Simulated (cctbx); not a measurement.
# Diagnosing a refinement

Cell a = 8.5660 Å, b = 8.5660 Å, c = 8.5660 Å, α = 90.00°, β = 90.00°, γ = 90.00°; space group I-43d (no. 220). The compound is Y4P3.

Simulated single-crystal data (cctbx): Cu Kα, λ = 1.54184 Å, to d = 0.8 Å, 95 % of the full sphere, strongest reflection 40000 counts, noise from counting, a 1.5 % proportional error and a noise floor of 8 counts (s.d.); no absorption.

An anisotropic refinement with weights 1/σ² prints:

```text
Rint 0.013, 7 unique reflections to 2.14 A
cycle     R1     wR2    GooF  max shift (A)
   1  0.0015  0.0035   1.418   0.00317
   2  0.0006  0.0018   0.717   0.00000
final R1 0.0006 wR2 0.0018 GooF 0.717  parameters 5  data/parameter 1.4
atom        x        y        z      Ueq    occ   su(xyz)  su(Uiso or U11)
Y1     0.17740  0.67740  0.82260  -0.0036  1.000  0.00073  0.0326  NPD
P1     0.00000  0.75000  0.12500   0.0088  1.000  0.00000  0.0034
difference map: max 0.00 min -0.00 rms 0.00
Q1    0.0762  0.4238  0.5762   16    0.00  1.50 A from Y1
Q2    0.0000  0.2500  0.8143   24    0.00  2.02 A from Y1
Q3    0.0000  0.2500  0.3750   12    0.00  0.00 A from P1
Q4    0.0500  0.2000  0.3500   48    0.00  0.64 A from P1
```

Q: Accept it or mend it, and why?

Mend it. The fault: data cut at low resolution. Against the right model at the same level, R1 goes from 0.0018 to 0.0006 and GooF from 0.91 to 0.72 and Y1 goes non-positive-definite. The atoms are right, but there are too few data for the parameters: R1 flatters and the s.u.s grow. Data per parameter fall from 21.8 to 1.4.

The compound is Y4P3. The right model at the same level gives:

```text
Rint 0.015, 109 unique reflections to 0.80 A
cycle     R1     wR2    GooF  max shift (A)
   1  0.0019  0.0048   0.923   0.00005
   2  0.0018  0.0047   0.909   0.00000
final R1 0.0018 wR2 0.0047 GooF 0.909  parameters 5  data/parameter 21.8
atom        x        y        z      Ueq    occ   su(xyz)  su(Uiso or U11)
Y1     0.17719  0.67719  0.82281   0.0040  1.000  0.00001  0.0000
P1     0.00000  0.75000  0.12500   0.0052  1.000  0.00000  0.0001
Flack x: 0.01(4)
Hooft y: 0.015(18)  Bijvoet pairs: 44
difference map: max 0.09 min -0.10 rms 0.03
Q1    0.0014  0.0697  0.7377   48    0.09  1.22 A from P1
Q2    0.0525  0.2094  0.1189   48    0.07  1.25 A from Y1
Q3    0.0057  0.0624  0.2454   48    0.07  1.59 A from Y1
Q4    0.0195  0.4222  0.8879   48    0.06  1.77 A from Y1
Q5    0.0190  0.4283  0.1408   48    0.06  0.98 A from Y1
Q6    0.0339  0.1917  0.6246   48    0.06  1.72 A from Y1
```

The model was made for the exercise: a known structure type with other elements put in, its volume estimated, not relaxed; displacement parameters are assumed.

[Middle refinement cycles are left out of these outputs.]

[Logs are printed without paths, hosts, clocks, repeated set-up lines and the standing remarks that a program may print on its own settings, such as how far it seeks lower states.]
